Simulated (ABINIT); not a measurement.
# A GW chain in ABINIT: Ba2TaBiO6 (R-3), part 3 of 3

How does a plane-wave GW calculation on Ba2TaBiO6 (R-3) run from the first input to the gap?

ABINIT 10.8.3; LDA and many-body steps on it, plane waves. Known limits of the many-body steps: not at the basis limit; no spin-orbit coupling; coarse k mesh.

So far. Step 4 (Empty states on the mesh, 2×2×2 mesh, 274 bands): On this mesh the gap is 2.549 eV. Step 5 (Screening, 2×2×2 mesh, 250 bands, screening to 130.6 eV): Local fields lower ε∞ by 8 %. On a Γ-centred mesh this coarse the value itself is usually too large, while a short band sum pulls it down.

## (6) Self-energy, 2×2×2 mesh, 250 bands, screening to 130.6 eV

The self-energy is evaluated for the states that the input lists, and the levels follow from it, in one-shot runs by the linearised quasiparticle equation.

This step: G0W0 on LDA, plane waves, norm-conserving pseudopotentials.

File run.abi:

```
acell 3*1.0 Angstrom
rprim 
  3.075626834241 1.775713980676 4.956223105800
  -3.075626834241 1.775713980676 4.956223105800
  0.000000000000 -3.551427961352 4.956223105800
ntypat 4
znucl 56 73 83 8
natom 10
typat 1 1 2 3 4 4 4 4 4 4
xred 
  0.748816000000 0.748816000000 0.748816000000
  0.251184000000 0.251184000000 0.251184000000
  0.500000000000 0.500000000000 0.500000000000
  0.000000000000 0.000000000000 0.000000000000
  0.725510000000 0.218856000000 0.322035000000
  0.218856000000 0.322035000000 0.725510000000
  0.322035000000 0.725510000000 0.218856000000
  0.274490000000 0.781144000000 0.677965000000
  0.677965000000 0.274490000000 0.781144000000
  0.781144000000 0.677965000000 0.274490000000
pp_dirpath "pseudos"
pseudos "Ba.upf, Ta.upf, Bi.upf, O.upf"
ecut 62
ngkpt 2 2 2
nshiftk 1
shiftk 0 0 0
kptopt 1
chksymbreak 0
istwfk *1
occopt 1
irdwfk 1
optdriver 4
nband 250
gwcalctyp 0
ecutsigx 62
symsigma 1
nkptgw 3
kptgw 
  0.5000000000 0.5000000000 0.5000000000
  0.5000000000 0.0000000000 0.0000000000
  0.0000000000 0.0000000000 0.0000000000
bdgw 
  52 56
  52 55
  51 55
ecuteps 4.8
irdscr 1
ppmodel 1
indata_prefix "in"
outdata_prefix "out"
tmpdata_prefix "tmp"
```

Run with:

```sh
> OMP_NUM_THREADS=1 mpirun -n 4 abinit run.abi > log
```

Numbers of over 12 decimals in the logs are rounded to 6 here.

The log of the run:

```text
.Version 10.8.3 of ABINIT. v10.8.2 released Aug 2026.

 Symmetries : space group R-3 (#148); Bravais hR (rhombohedral)
[... echo of the input left out ...]
== DATASET  1 ==================================================================
-   mpi_nproc: 4, omp_nthreads: 1 (-1 if OMP is not activated)

--- !DatasetInfo
iteration_state: {dtset: 1, }
dimensions: {natom: 10, nkpt: 4, mband: 250, nsppol: 1, nspinor: 1, nspden: 1, mpw: 25587, }
cutoff_energies: {ecut:  62.0, pawecutdg:  -1.0, }
electrons: {nelect:   1.06000000E+02, charge:   0.00000000E+00, occopt:   1.00000000E+00, tsmear:   1.00000000E-02, }

 SIGMA: Calculation of the GW corrections

 Based on a program developped by R.W. Godby, V. Olevano, G. Onida, and L. Reining.
 Incorporated in ABINIT by V. Olevano, G.-M. Rignanese, and M. Torrent.
.Using double precision arithmetic ; gwpc =  8

[... cell and pseudopotentials left out ...]
--------------------------------------------------------------------------------

 ==== K-mesh for the wavefunctions ====
 Number of points in the irreducible wedge :     4
[... list of points left out ...]
 Together with  6 symmetry operations and time-reversal symmetry
 yields     8 points in the full Brillouin Zone.

 ==== Q-mesh for screening function ====
 Number of points in the irreducible wedge :     4
[... list of points left out ...]
 Together with  6 symmetry operations and time-reversal symmetry
 yields     8 points in the full Brillouin Zone.

 vcoul_init : cutoff-mode = AUXILIARY_FUNCTION
 q-points for optical limit:   1
     1)      0.000010    0.000020    0.000030
 setmesh: FFT mesh size selected  =    81x   81x   81
          total number of points  =       531441

 Number of electrons calculated from density =  106.0000; Expected =  106.0000
 average of density, n =  0.096716
 r_s =    1.3515
 omega_plasma =   29.9989 [eV]

 === KS Band Gaps ===
  >>>> For spin  1
   Minimum direct gap =   2.5771 [eV], located at k-point      :   0.5000  0.0000  0.0000
   Fundamental gap    =   2.5491 [eV], Top of valence bands at :   0.5000  0.5000  0.5000
                                       Bottom of conduction at :   0.5000  0.0000  0.0000
 SIGMA fundamental parameters:
 PLASMON POLE MODEL  1
 number of plane-waves for SigmaX                25587
 number of plane-waves for SigmaC and W            537
 number of plane-waves for wavefunctions         25587
 number of bands                                   250
 number of independent spin polarizations            1
 number of spinorial components                      1
 number of k-points in IBZ                           4
 number of q-points in IBZ                           4
 number of symmetry operations                       6
 number of k-points in BZ                            8
 number of q-points in BZ                            8
 number of frequencies for dSigma/dE                 9
 frequency step for dSigma/dE [eV]                0.25
 number of omega for Sigma on real axis              0
 max omega for Sigma on real axis  [eV]           0.00
 zcut for avoiding poles [eV]                     0.10

 EPSILON^-1 parameters (SCR file):
 dimension of the eps^-1 matrix on file            537
 dimension of the eps^-1 matrix used               537
 number of plane-waves for wavefunctions         25587
 number of bands                                   250
 number of q-points in IBZ                           4
 number of frequencies                               2
 number of real frequencies                          1
 number of imag frequencies                          1

 matrix elements of self-energy operator (all in [eV])

 Perturbative Calculation

--- !SelfEnergy_ee
iteration_state: {dtset: 1, }
kpoint     : [   0.500,    0.500,    0.500, ]
spin       : 1
KS_gap     :    2.682
QP_gap     :    3.484
Delta_QP_KS:    0.802
data: !SigmaeeData |
     Band     E0 <VxcDFT>   SigX SigC(E0)      Z dSigC/dE  Sig(E)    E-E0       E
       52   4.962 -18.586 -23.417   4.840   0.771  -0.297 -18.578   0.007   4.969
       53   6.493 -20.412 -23.480   3.476   0.790  -0.265 -20.089   0.322   6.815
       54   9.175 -15.195 -10.580  -3.254   0.826  -0.210 -14.070   1.125  10.300
       55   9.631 -15.656 -11.060  -3.190   0.825  -0.212 -14.497   1.159  10.790
       56   9.631 -15.656 -11.060  -3.190   0.825  -0.212 -14.497   1.159  10.790

--- !SelfEnergy_ee
iteration_state: {dtset: 1, }
kpoint     : [   0.500,    0.000,    0.000, ]
spin       : 1
KS_gap     :    2.577
QP_gap     :    3.378
Delta_QP_KS:    0.801
data: !SigmaeeData |
     Band     E0 <VxcDFT>   SigX SigC(E0)      Z dSigC/dE  Sig(E)    E-E0       E
       52   5.236 -18.788 -23.488   4.752   0.771  -0.296 -18.748   0.040   5.277
       53   6.465 -20.392 -23.458   3.468   0.791  -0.264 -20.074   0.317   6.782
       54   9.042 -15.276 -10.735  -3.189   0.828  -0.208 -14.157   1.119  10.161
       55   9.408 -15.548 -10.889  -3.282   0.825  -0.212 -14.412   1.136  10.545

--- !SelfEnergy_ee
iteration_state: {dtset: 1, }
kpoint     : [   0.000,    0.000,    0.000, ]
spin       : 1
KS_gap     :    3.947
QP_gap     :    4.960
Delta_QP_KS:    1.013
data: !SigmaeeData |
     Band     E0 <VxcDFT>   SigX SigC(E0)      Z dSigC/dE  Sig(E)    E-E0       E
       51   5.312 -18.813 -23.513   4.758   0.771  -0.296 -18.768   0.045   5.357
       52   5.312 -18.813 -23.513   4.758   0.771  -0.296 -18.768   0.045   5.357
       53   5.708 -19.360 -23.390   4.251   0.777  -0.287 -19.189   0.172   5.879
       54   9.655 -13.384  -8.865  -3.095   0.832  -0.202 -12.199   1.185  10.839
       55   9.838 -16.696 -11.919  -3.418   0.816  -0.225 -15.587   1.108  10.946

== END DATASET(S) ==============================================================
================================================================================

 -outvars: echo values of variables after computation  --------
           etotal      0.0000000000E+00
            nband         250
             nkpt           4
          spgroup         148
 [... the other variables as echoed above ...]

 Calculation completed.
```

It took 84 s on 4 MPI ranks of Arm Neoverse V1, shared host; peak memory 3.9 GiB; 5.6 min of CPU time.

Numbers from this step:

```
G0W0 gap on the points computed              : 3.346 eV
starting gap on the mesh                     : 2.549 eV
k of the valence top                         : 0.5, 0.5, 0.5
k of the conduction bottom                   : 0.5, 0, 0
Z at the valence top                         : 0.79
Z at the conduction bottom                   : 0.828
least direct G0W0 gap on the computed points : 3.379 eV
```

The gap on the mesh goes from 2.55 eV to 3.35 eV, a correction of +0.80 eV.

Limits: finite bands, cutoff and mesh; no spin-orbit coupling; coarse k mesh. v1 is the top filled band, c1 the lowest empty one. Levels before and after the correction, in eV, zero at the valence-band top of each column:

|  | conduction bottom | valence top |
| --- | --- | --- |
| Kohn-Sham | 2.55 | 0.00 |
| G0W0 | 3.35 | 0.00 |

|  | level | energy (eV) |
| --- | --- | --- |
| Kohn-Sham | (0.5 0.5 0.5) v2 | -1.531 |
| Kohn-Sham | (0.5 0.5 0.5) v1 | 0.000 |
| Kohn-Sham | (0.5 0.5 0.5) c1 | 2.682 |
| Kohn-Sham | (0.5 0.5 0.5) c2-c3 | 3.138 |
| Kohn-Sham | (0.5 0 0) v2 | -1.257 |
| Kohn-Sham | (0.5 0 0) v1 | -0.028 |
| Kohn-Sham | (0.5 0 0) c1 | 2.549 |
| Kohn-Sham | (0.5 0 0) c2 | 2.915 |
| G0W0 | (0.5 0.5 0.5) v2 | -1.846 |
| G0W0 | (0.5 0.5 0.5) v1 | 0.000 |
| G0W0 | (0.5 0.5 0.5) c1 | 3.485 |
| G0W0 | (0.5 0.5 0.5) c2-c3 | 3.975 |
| G0W0 | (0.5 0 0) v2 | -1.538 |
| G0W0 | (0.5 0 0) v1 | -0.033 |
| G0W0 | (0.5 0 0) c1 | 3.346 |
| G0W0 | (0.5 0 0) c2 | 3.730 |

## (7) Where the time went

Times are wall times on 4 MPI ranks of Arm Neoverse V1, shared host, good to a factor of about two.

```csv
step,time,share,memory (GiB)
ground state,18 min,39 %,1.4
bands along the symmetry lines,11 min,23 %,1.2
empty states on the mesh,8.4 min,18 %,1.2
screening,8.4 min,18 %,6.9
self-energy,84 s,3 %,3.9
```

## (8) Summary of results

```
LDA gap              : 2.55 eV, indirect (only 28 meV under the direct gap)
G0W0 gap on the mesh : 3.35 eV
GW settings          : 2×2×2 mesh, 250 bands, screening to 130.6 eV, Godby-Needs plasmon pole
known limits         : not at the basis limit; no spin-orbit coupling; coarse k mesh
```

What this shows: G0W0 moves the gap on the mesh from 2.55 eV to 3.35 eV (+0.80 eV), with Z of 0.79 and 0.83 at the edges. Local fields lower the RPA ε∞ on this mesh from 7.21 to 6.61; a Γ-centred mesh this coarse tends to raise both, most where the direct gap is narrow, while a short band sum lowers them. Only 3 of the mesh's irreducible points were corrected, so a valley elsewhere could overtake. The dearest step here is «ground state». Bands and cutoff are finite, so the gap is not at the basis limit. The miss can reach some tenths of an eV and take either sign; the mesh is an error of its own. In the G0W0 run levels were corrected at 3 k points alone, so a gap called «on the mesh» is the least over those, and an edge elsewhere would be missed. The 2×2×2 mesh is coarse for this cell, which bears on the long-range parts of exchange and screening. Where an edge is built on 6p states of lead, bismuth or thallium, scalar-relativistic gaps usually stand too wide, by a few tenths to over one eV. The many-body steps are scalar-relativistic: spin-orbit coupling is not in them.

[Paths, hosts, dates, memory and timing lines, banners, echoed tables and standing remarks are left out of the program output.]

[Logs are printed without paths, hosts, clocks, repeated set-up lines and the standing remarks that a program may print on its own settings, such as how far it seeks lower states.]

[Runs of the session that timed out or met a known fault of the program may be left out.]

[Hosts, paths, dates, database ids (printed as entryN), source tags and the programs' standing remarks are cut or masked in the printed files.]

[G0W0 gaps are taken among the corrected bands and points alone; a level outside them can change the order at an edge.]

[Where Ansatz stands beside ABINIT at settings called matched, ABINIT's density can come from a denser mesh and the files from another edition; pairs whose starting gaps differed by over 0.03 eV were left out, so agreement reads better than it is.]
